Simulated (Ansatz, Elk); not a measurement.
# NaTaO2 (model structure): optical spectrum from first principles

Aim: the dielectric function of NaTaO2 (model structure), and the optical constants that follow from it. The cell was made here by substitution or stacking, whether or not such a phase is known. It was built so: All Li replaced by Na and V replaced by Ta in the R-3m structure of LiVO2. The cell is first relaxed with Ansatz.

Method: DFT, LDA, all-electron APW+lo, Dirac cores, scalar-relativistic bands, independent-particle optical response without local fields, in Elk 11.2.3 (patched build).

## Step 1: Starting point

Symmetry: R-3m, No. 166, trigonal system. Conventional cell: a = 3.177 Å, b = 3.177 Å, c = 16.544 Å, α = 90.00°, β = 90.00°, γ = 120.00°. Ta has 6 O at 2.22 Å nearest. Nearest to Na lie 6 O at 2.38 Å. O has 3 Ta at 2.22 Å and 3 Na at 2.38 Å nearest. All Li replaced by Na and V replaced by Ta in the R-3m structure of LiVO2. Farther neighbours and most contacts between anions are not listed.

## Step 2: Relaxation

The structure was built or cut out here, so it is relaxed before any spectrum is computed.

This step: DFT, LDA, plane-wave PAW, default files, scalar-relativistic, relaxation (Ansatz 0.2.0).

input.yaml

```yaml
crystal:
  lattice:
    - [1.5886819006, 0.9172259213, 5.5146872503]
    - [-1.5886819006, 0.9172259213, 5.5146872503]
    - [0.0, -1.8344518476, 5.5146872494]
  atoms:
    - { symbol: Ta, position: [0.5, 0.5, 0.5] }
    - { symbol: Na, position: [0.0, 0.0, 0.0] }
    - { symbol: O, position: [0.7582, 0.7582, 0.7582] }
    - { symbol: O, position: [0.2418, 0.2418, 0.2418] }
kpoints:
  mp_grid: { grid: [8, 8, 8] }
scf:
  occupations: { method: fermi_dirac, width: 0.05 }
hamiltonian:
  xc: lda
output:
  forces: true
  stress: true
relax:
  f_tol: 0.02
  max_steps: 50
  cell: {}
```

Run with:

```sh
$ ansatz run input.yaml --threads 2 --pin off --max-ram 5120MiB --backend cpu --events-out ev --progress --plain --runs-dir out
```

Numbers of over 12 decimals in the logs are rounded to 6 here.

The log of the run:

```text
basis.fft_grid_basis auto: the FFT boxes are laid along the combinations [[1, 0, -1], [0, 1, -1], [0, 0, 1]] of the cell's own vectors, 3.177, 3.177 and 5.812 Å long. The dense box has 24×24×40 points. Along the cell's own vectors, as sized, it would have 40×40×40, 2.78 times as many. Of the 12 symmetry operations that the crystal satisfies within crystal.symmetry.tolerance (time reversal apart; of a slab, those that [...]
Engine: ansatz 0.2.0, x86_64-unknown-linux-gnu
Pseudopotentials: kind: paw
Pseudopotential: Ta, paw, valence charge 13, recommended cutoff 420 eV (normal), Ta.paw.azcp
Pseudopotential: Na, paw, valence charge 9, recommended cutoff 420 eV (normal), Na.paw.azcp
Pseudopotential: O, paw, valence charge 6, recommended cutoff 420 eV (normal), O.paw.azcp
Functional definition: SPW92
  exchange = slater_x
  correlation = pw_c
Crystal: 4 atoms, lattice volume = 48.215 Å³
Basis set: ecut = 420 eV, 943 PW (Γ), FFT grids on a1−a3, a2−a3, a3
Bands: 21, of which v1, the nominal top of the filled ones, is band 17 counted from 1 (16 counted from 0)
Symmetry: 12 space group operations
Space group: R-3m (ITA 166), of the structure as read, at distance tolerance 3.6e-5 Å
k-points: 65 of 512
Non-local potential: Ta, projectors of the file, l = 0: 3, l = 1: 2, l = 2: 2, l = 3: 1
Non-local potential: Na, projectors of the file, l = 0: 3, l = 1: 2, l = 2: 1
Non-local potential: O, projectors of the file, l = 0: 2, l = 1: 2, l = 2: 1
PAW form: soft (Blöchl's): semilocal exchange-correlation on the pseudo side does not see the compensation charge
PAW frozen core: Ta, regenerated for the run's functional, and the local potential with it (the file was generated under x = pbe(κ = 0.804, μ = 0.219515), c = pbe(β = 0.066725))
PAW frozen core: Na, regenerated for the run's functional, and the local potential with it (the file was generated under x = pbe(κ = 0.804, μ = 0.219515), c = pbe(β = 0.066725))
PAW frozen core: O, regenerated for the run's functional, and the local potential with it (the file was generated under x = pbe(κ = 0.804, μ = 0.219515), c = pbe(β = 0.066725))
PAW one-centre angular grid: Ta, 590 points (default); XC on 64 Gauss nodes
PAW one-centre angular grid: Na, 110 points (default); XC on 64 Gauss nodes
PAW one-centre angular grid: O, 110 points (default); XC on 64 Gauss nodes
Initial density: superposition of atomic densities (neutral atoms: chi_scale 0, normalization atom), corrected by the library's trained network
Initial wavefunctions: pseudopotential atomic-orbital guess
Functional: x = slater, c = lda
SCF iter   1: F=—  HF=-12262.505527 eV  |F-HF|=—  |Δ(HF+E_count)|=         —  Δρ=2.18e-2  dr2=2.42e-1  ethr=1.77e-3  ⟨swp⟩=5.8  Hψ=6366  notcnv=0
preconditioner: auto → LDOS  [metal: Δε(μ)=0.020 eV  Ē_g=14.634 eV  σ=0.050 eV  W_gap=0.10  n_scr=16 (ndim 8)  ℏωp=26.2 eV  f_vac=0.016  D(μ)=2.47/eV (n_scr^D=28)  β→1.0]
SCF iter   2: F=—  HF=-12262.458535 eV  |F-HF|=—  |Δ(HF+E_count)|=   4.70e-2  Δρ=8.81e-3  dr2=2.15e-2  ethr=7.10e-4  ⟨swp⟩=2.0  Hψ=2925  notcnv=0
SCF iter   3: F=—  HF=-12262.450263 eV  |F-HF|=—  |Δ(HF+E_count)|=   8.27e-3  Δρ=3.65e-3  dr2=6.69e-3  ethr=6.33e-5  ⟨swp⟩=2.0  Hψ=2665  notcnv=0
SCF iter   4: F=—  HF=-12262.448715 eV  |F-HF|=—  |Δ(HF+E_count)|=   1.55e-3  Δρ=1.83e-3  dr2=1.84e-3  ethr=1.97e-5  ⟨swp⟩=2.0  Hψ=1874  notcnv=0
SCF iter   5: F=—  HF=-12262.448337 eV  |F-HF|=—  |Δ(HF+E_count)|=   3.78e-4  Δρ=3.12e-4  dr2=7.79e-5  ethr=5.41e-6  ⟨swp⟩=2.2  Hψ=1794  notcnv=0
SCF iter   6: F=—  HF=-12262.448321 eV  |F-HF|=—  |Δ(HF+E_count)|=   1.59e-5  Δρ=6.17e-5  dr2=2.01e-6  ethr=2.29e-7  ⟨swp⟩=2.0  Hψ=1778  notcnv=0
SCF iter   7: F=-12262.448321 eV  HF=-12262.448321 eV  |F-HF|=3.30e-8  |Δ(HF+E_count)|=   1.75e-7  Δρ=1.23e-5  dr2=6.92e-8  ethr=2.94e-10  ⟨swp⟩=3.5  Hψ=5710  notcnv=0
SCF 1 converged in 7 iterations: F = -12262.448321 eV  dr2 = 6.92e-8
  greatest PAW one-centre occupation: 1.000 electrons in one spin orbital (limit 2), on the Ta atom at site 0 (counted from 0), in its partial waves of l = 0
relax step   1: F+E_penalty+E_count = -12262.44832111 eV  Δ(F+E_penalty+E_count) = +0.000e0 eV  max|allowed force component| = 7.302e-1 eV/Å  Δτ_max = 0.0000 Å  P = -20.731 GPa  Ω = 48.215 Å³  (7 SCF iters, dr2 threshold 1.00e-7 eV, accepted)
Crystal: 4 atoms, lattice volume = 43.969 Å³
Basis set: ecut = 420 eV, 841 PW (Γ), FFT grids on a1−a3, a2−a3, a3
Initial density: handed on by an earlier stage of this run
Initial wavefunctions: those handed on with the density
iter 1 solved again at ethr=1.39e-4 eV; its pass at ethr=3.10e-3 eV (dr2=4.72e-2 eV) is discarded
SCF iter   1: F=—  HF=-12263.016021 eV  |F-HF|=—  |Δ(HF+E_count)|=         —  Δρ=1.08e-2  dr2=4.88e-2  ethr=1.39e-4  ⟨swp⟩=1.0  Hψ=7507  notcnv=0
preconditioner: auto → Kerker (q_TF=auto, 2.614 Å⁻¹)  [metal: Δε(μ)=0.021 eV  Ē_g=15.754 eV  σ=0.050 eV  W_gap=0.11  n_scr=16 (ndim 8)  ℏωp=27.4 eV  f_vac=0.006  D(μ)=2.46/eV (n_scr^D=28)]
SCF iter   2: F=—  HF=-12263.006336 eV  |F-HF|=—  |Δ(HF+E_count)|=   9.69e-3  Δρ=4.44e-3  dr2=1.81e-2  ethr=1.39e-4  ⟨swp⟩=2.0  Hψ=2024  notcnv=0
SCF iter   3: F=—  HF=-12263.002741 eV  |F-HF|=—  |Δ(HF+E_count)|=   3.59e-3  Δρ=2.22e-3  dr2=4.85e-3  ethr=5.32e-5  ⟨swp⟩=2.0  Hψ=1591  notcnv=0
SCF iter   4: F=—  HF=-12263.001451 eV  |F-HF|=—  |Δ(HF+E_count)|=   1.29e-3  Δρ=7.19e-4  dr2=5.93e-4  ethr=1.43e-5  ⟨swp⟩=2.0  Hψ=1773  notcnv=0
SCF iter   5: F=—  HF=-12263.001306 eV  |F-HF|=—  |Δ(HF+E_count)|=   1.44e-4  Δρ=2.35e-4  dr2=7.06e-5  ethr=1.74e-6  ⟨swp⟩=2.0  Hψ=1755  notcnv=0
SCF iter   6: F=—  HF=-12263.001276 eV  |F-HF|=—  |Δ(HF+E_count)|=   2.98e-5  Δρ=1.31e-4  dr2=1.08e-5  ethr=2.08e-7  ⟨swp⟩=2.0  Hψ=2171  notcnv=0
SCF iter   7: F=—  HF=-12263.001272 eV  |F-HF|=—  |Δ(HF+E_count)|=   4.41e-6  Δρ=3.36e-5  dr2=6.97e-7  ethr=3.17e-8  ⟨swp⟩=2.0  Hψ=2367  notcnv=0
SCF iter   8: F=-12263.001272 eV  HF=-12263.001272 eV  |F-HF|=1.91e-9  |Δ(HF+E_count)|=   1.05e-7  Δρ=6.60e-6  dr2=1.67e-8  ethr=1.18e-9  ⟨swp⟩=4.0  Hψ=4457  notcnv=0
SCF 2 converged in 8 iterations: F = -12263.001272 eV  dr2 = 1.67e-8
relax step   2: F+E_penalty+E_count = -12263.00127198 eV  Δ(F+E_penalty+E_count) = -5.530e-1 eV  max|allowed force component| = 6.248e-1 eV/Å  Δτ_max = 0.0149 Å  P = -4.994 GPa  Ω = 43.969 Å³  energy of the carried Pulay correction = +2.005e-2 eV  (8 SCF iters, dr2 threshold 4.00e-7 eV, accepted)
Crystal: 4 atoms, lattice volume = 41.142 Å³
Basis set: ecut = 420 eV, 811 PW (Γ), FFT grids on a1−a3, a2−a3, a3
iter 1 solved again at ethr=2.62e-4 eV; its pass at ethr=3.10e-3 eV (dr2=8.90e-2 eV) is discarded
SCF iter   1: F=—  HF=-12263.272135 eV  |F-HF|=—  |Δ(HF+E_count)|=         —  Δρ=1.48e-2  dr2=8.91e-2  ethr=2.62e-4  ⟨swp⟩=1.0  Hψ=8710  notcnv=0
preconditioner: auto → Kerker (q_TF=auto, 2.643 Å⁻¹)  [metal: Δε(μ)=0.055 eV  Ē_g=15.899 eV  σ=0.050 eV  W_gap=0.27  n_scr=16 (ndim 8)  ℏωp=28.4 eV  f_vac=0.006  D(μ)=1.87/eV (n_scr^D=16)]
SCF iter   2: F=—  HF=-12263.255366 eV  |F-HF|=—  |Δ(HF+E_count)|=   1.68e-2  Δρ=8.49e-3  dr2=3.45e-2  ethr=2.62e-4  ⟨swp⟩=2.0  Hψ=1596  notcnv=0
SCF iter   3: F=—  HF=-12263.245447 eV  |F-HF|=—  |Δ(HF+E_count)|=   9.92e-3  Δρ=3.49e-3  dr2=6.99e-3  ethr=1.01e-4  ⟨swp⟩=2.0  Hψ=2074  notcnv=0
SCF iter   4: F=—  HF=-12263.244043 eV  |F-HF|=—  |Δ(HF+E_count)|=   1.40e-3  Δρ=1.03e-3  dr2=7.68e-4  ethr=2.06e-5  ⟨swp⟩=2.0  Hψ=1770  notcnv=0
SCF iter   5: F=—  HF=-12263.243859 eV  |F-HF|=—  |Δ(HF+E_count)|=   1.84e-4  Δρ=2.78e-4  dr2=9.31e-5  ethr=2.26e-6  ⟨swp⟩=2.0  Hψ=1785  notcnv=0
SCF iter   6: F=—  HF=-12263.243839 eV  |F-HF|=—  |Δ(HF+E_count)|=   2.03e-5  Δρ=1.36e-4  dr2=1.71e-5  ethr=2.74e-7  ⟨swp⟩=2.1  Hψ=2111  notcnv=0
SCF iter   7: F=—  HF=-12263.243833 eV  |F-HF|=—  |Δ(HF+E_count)|=   6.46e-6  Δρ=4.81e-5  dr2=2.06e-6  ethr=5.03e-8  ⟨swp⟩=2.1  Hψ=2038  notcnv=0
SCF iter   8: F=-12263.243832 eV  HF=-12263.243832 eV  |F-HF|=3.62e-9  |Δ(HF+E_count)|=   6.34e-7  Δρ=1.30e-5  dr2=7.62e-8  ethr=1.18e-9  ⟨swp⟩=5.0  Hψ=5191  notcnv=0
SCF 3 converged in 8 iterations: F = -12263.243832 eV  dr2 = 7.62e-8
relax step   3: F+E_penalty+E_count = -12263.24383202 eV  Δ(F+E_penalty+E_count) = -2.426e-1 eV  max|allowed force component| = 6.155e-2 eV/Å  Δτ_max = 0.0652 Å  P = +2.896 GPa  Ω = 41.142 Å³  energy of the carried Pulay correction = +3.446e-2 eV  (8 SCF iters, dr2 threshold 4.00e-7 eV, accepted)
[...]
relax step   4: F+E_penalty+E_count = -12263.24501595 eV  Δ(F+E_penalty+E_count) = -1.184e-3 eV  max|allowed force component| = 2.486e-2 eV/Å  Δτ_max = 0.0058 Å  P = -0.258 GPa  Ω = 41.813 Å³  energy of the carried Pulay correction = +3.096e-2 eV  (5 SCF iters, dr2 threshold 4.00e-7 eV, accepted)
[...]
relax step   5: F+E_penalty+E_count = -12263.24560475 eV  Δ(F+E_penalty+E_count) = -5.888e-4 eV  max|allowed force component| = 3.391e-2 eV/Å  Δτ_max = 0.0020 Å  P = -0.170 GPa  Ω = 41.754 Å³  energy of the carried Pulay correction = +3.127e-2 eV  (5 SCF iters, dr2 threshold 4.00e-7 eV, accepted)
[...]
relax step   6: F+E_penalty+E_count = -12263.24577497 eV  Δ(F+E_penalty+E_count) = -1.702e-4 eV  max|allowed force component| = 2.008e-3 eV/Å  Δτ_max = 0.0010 Å  P = +0.029 GPa  Ω = 41.737 Å³  energy of the carried Pulay correction = +3.135e-2 eV  (3 SCF iters, dr2 threshold 4.00e-7 eV, accepted)
[...]
relax step   7: F+E_penalty+E_count = -12263.23881368 eV  Δ(F+E_penalty+E_count) = +6.961e-3 eV  max|allowed force component| = 2.443e-3 eV/Å  Δτ_max = 0.0000 Å  P = -0.367 GPa  Ω = 41.737 Å³  stress off target by 6.63e-1 GPa  SCF on the basis re-selected at this cell (its energy is not comparable with the rows above)  (7 SCF iters)
[...]
relax step   8: F+E_penalty+E_count = -12263.23951007 eV  Δ(F+E_penalty+E_count) = -6.964e-4 eV  max|allowed force component| = 5.781e-4 eV/Å  Δτ_max = 0.0000 Å  P = +0.021 GPa  Ω = 41.666 Å³  energy of the carried Pulay correction = +3.480e-4 eV  (4 SCF iters, dr2 threshold 4.00e-7 eV, accepted)
iter 1 solved again at ethr=1.70e-8 eV; its pass at ethr=3.10e-3 eV (dr2=5.77e-6 eV) is discarded
SCF iter   1: F=—  HF=-12263.239255 eV  |F-HF|=—  |Δ(HF+E_count)|=         —  Δρ=9.45e-5  dr2=4.91e-7  ethr=1.70e-8  ⟨swp⟩=3.7  Hψ=10310  notcnv=0
preconditioner: auto → LDOS  [metal: Δε(μ)=0.052 eV  Ē_g=15.896 eV  σ=0.050 eV  W_gap=0.26  n_scr=16 (ndim 8)  ℏωp=28.2 eV  f_vac=0.015  D(μ)=1.84/eV (n_scr^D=16)  β→1.0]
SCF iter   2: F=—  HF=-12263.239255 eV  |F-HF|=—  |Δ(HF+E_count)|=   6.33e-7  Δρ=9.80e-6  dr2=5.23e-8  ethr=1.44e-9  ⟨swp⟩=2.0  Hψ=1818  notcnv=0
SCF iter   3: F=—  HF=-12263.239255 eV  |F-HF|=—  |Δ(HF+E_count)|=   1.15e-8  Δρ=8.09e-6  dr2=2.08e-8  ethr=1.54e-10  ⟨swp⟩=2.0  Hψ=1950  notcnv=0
SCF iter   4: F=—  HF=-12263.239255 eV  |F-HF|=—  |Δ(HF+E_count)|=   5.54e-9  Δρ=1.89e-6  dr2=9.75e-10  ethr=6.12e-11  ⟨swp⟩=2.0  Hψ=1872  notcnv=0
SCF iter   5: F=-12263.239255 eV  HF=-12263.239255 eV  |F-HF|=1.09e-11  |Δ(HF+E_count)|=  4.04e-10  Δρ=2.91e-7  dr2=2.20e-11  ethr=1.00e-12  ⟨swp⟩=3.6  Hψ=5667  notcnv=0
SCF 9 converged in 5 iterations: F = -12263.239255 eV  dr2 = 2.20e-11
relax step   9: F+E_penalty+E_count = -12263.23925472 eV  Δ(F+E_penalty+E_count) = +2.553e-4 eV  max|allowed force component| = 2.892e-4 eV/Å  Δτ_max = 0.0000 Å  P = +0.008 GPa  Ω = 41.666 Å³  stress off target by 2.14e-2 GPa  SCF on the basis re-selected at this cell (its energy is not comparable with the rows above)  (5 SCF iters)
basis re-selected at this cell: Δ(F+E_penalty+E_count) = +2.553e-4 eV, ΔP = -0.013 GPa vs the last step (what re-selecting the basis moved, of the pressure what is left beyond the Pulay correction that the steps carried, after the strain that the cell walked since its last selection, with what the two solves' SCF thresholds leave and, on support functions, any second-order correction that the steps lacked; it is no m [...]
SCF converged after 5 iterations
Free energy (F): -12263.239255 eV
Harris-Foulkes:  -12263.239255 eV  (|F-HF|=1.09e-11)
Internal energy: -12263.224903 eV  (E = F + TS)
E sigma→0 (E₀):  -12263.232079 eV
Entropy (-TS):   -0.014352 eV (-3.588 meV/atom)
Fermi energy:    14.247659 eV
--- Per-component energies (eV) ---
  E_band       = -264.140867
  E_kinetic    = 842.809563
  E_local      = -2171.891898  (includes V_loc(G=0)·N_el)
  E_nonlocal   = 237.785577
  E_hartree    = 751.885521
  E_xc         = -402.968068
  E_vxc        = -444.055227  (∫ρ·V_xc dr)
  E_paw        = -8688.464437  (= ΣΔE_a)
  E_vpaw       = -232.564985  (= ΣTr[D̂ρ^β])
  E_aug_tail   = 0.005088  (compensation charges beyond the density's cutoff)
  E_ewald      = -2832.979885
  E_core_change = 0.593636  (= ΣΔE_core)
  E_smearing   = -0.014352  (= −TS)
  E_closure    = 0.000000  (closes the sum)
  Σ components = -12263.239255   (vs F -12263.239255, Δ=0.00e0)
--- Forces (eV/Å), atoms counted from 1 ---
  atom   1  Ta    -0.00000000     0.00000000     0.00000000
  atom   2  Na    -0.00000000     0.00000000    -0.00000000
  atom   3  O     -0.00000000     0.00000000    -0.00028916
  atom   4  O      0.00000000    -0.00000000     0.00028916
  max |Σ_I F_I| component: 9.21e-31 eV/Å
--- Stress (GPa, compression-positive) ---
        0.001363       0.000000       0.000000
        0.000000       0.001363      -0.000000
        0.000000      -0.000000       0.021409
  P = ⅓ Tr σ = 0.0080 GPa (0.080 kbar)
--- Relaxed structure (7 steps of the walk, 7 accepted, 2 SCFs on fresh bases) ---
  F+E_penalty+E_count = -12263.23925472 eV   max|allowed force component| = 2.892e-4 eV/Å   (the final SCF, on the basis selected at the relaxed cell)
  cell:  # Å, volume = 41.6656 Å³
    - [1.438179, 0.830333, 5.815150]
    - [-1.438179, 0.830333, 5.815150]
    - [0, -1.660666, 5.815150]
  atoms:
    - { symbol: Ta, position: [0.5, 0.5, 0.5] }
    - { symbol: Na, position: [2.654135887484501e-19, 2.654135887484502e-19, 2.6541358820858803e-19] }
    - { symbol: O, position: [0.755453, 0.755453, 0.755453] }
    - { symbol: O, position: [0.244547, 0.244547, 0.244547] }
```

The job ended after 9.8 s (2 threads of Intel Xeon Platinum 8488C (Sapphire Rapids), shared host; peak memory 0.44 GiB; 18 s of CPU time).

Step by step:

| step | energy less that of the first step (eV) | largest force component (eV/Å) | pressure (GPa) | volume (Å³) |
| --- | --- | --- | --- | --- |
| 1 | 0.0000 | 0.7302 | -20.73 | 48.22 |
| 2 | -0.5530 | 0.6248 | -4.99 | 43.97 |
| 3 | -0.7955 | 0.0616 | 2.90 | 41.14 |
| 4 | -0.7967 | 0.0249 | -0.26 | 41.81 |
| 5 | -0.7973 | 0.0339 | -0.17 | 41.75 |
| 6 | -0.7975 | 0.0020 | 0.03 | 41.74 |
| 7* | -0.7905 | 0.0024 | -0.37 | 41.74 |
| 8 | -0.7912 | 0.0006 | 0.02 | 41.67 |
| 9* | -0.7909 | 0.0003 | 0.01 | 41.67 |

Relaxation steps marked * repeat the geometry before them on a plane-wave basis chosen anew for their cell, so energy and pressure can jump there.

Forces are held to the 12 operations that the run works with; a distortion that breaks them can't arise in this run.

| conventional cell, symmetrised | before | after | change |
| --- | --- | --- | --- |
| a (Å) | 3.177 | 2.876 | -9.5 % |
| b (Å) | 3.177 | 2.876 | -9.5 % |
| c (Å) | 16.544 | 17.445 | +5.4 % |
| volume (Å³/atom) | 12.05 | 10.42 | -13.6 % |

The atoms that moved most (Å, as changes of fractional coordinates times the final cell):

| atom | dx | dy | dz | length |
| --- | --- | --- | --- | --- |
| O4 | 0.000 | 0.000 | 0.048 | 0.048 |
| O3 | 0.000 | 0.000 | -0.048 | 0.048 |

Final coordinates:

```xyz
4
Lattice="1.4382 0.8303 5.8152 -1.4382 0.8303 5.8152 0.0000 -1.6607 5.8152" Properties=species:S:1:pos:R:3 pbc="T T T"
Ta    0.0000    0.0000    8.7227
Na    0.0000    0.0000    0.0000
O     0.0000    0.0000   13.1792
O     0.0000    0.0000    4.2662
```

The relaxation ends with a largest force component of 2.9e-4 eV/Å and a pressure of 0.01 GPa.

[end of part 1 of 2]

[Machine, clock and banner lines and Python warnings are left out of the logs.]

[Logs are printed without paths, hosts, clocks, repeated set-up lines and the standing remarks that a program may print on its own settings, such as how far it seeks lower states.]

[Hosts, paths, dates, database ids (printed as entryN), source tags and the programs' standing remarks are cut or masked in the printed files.]
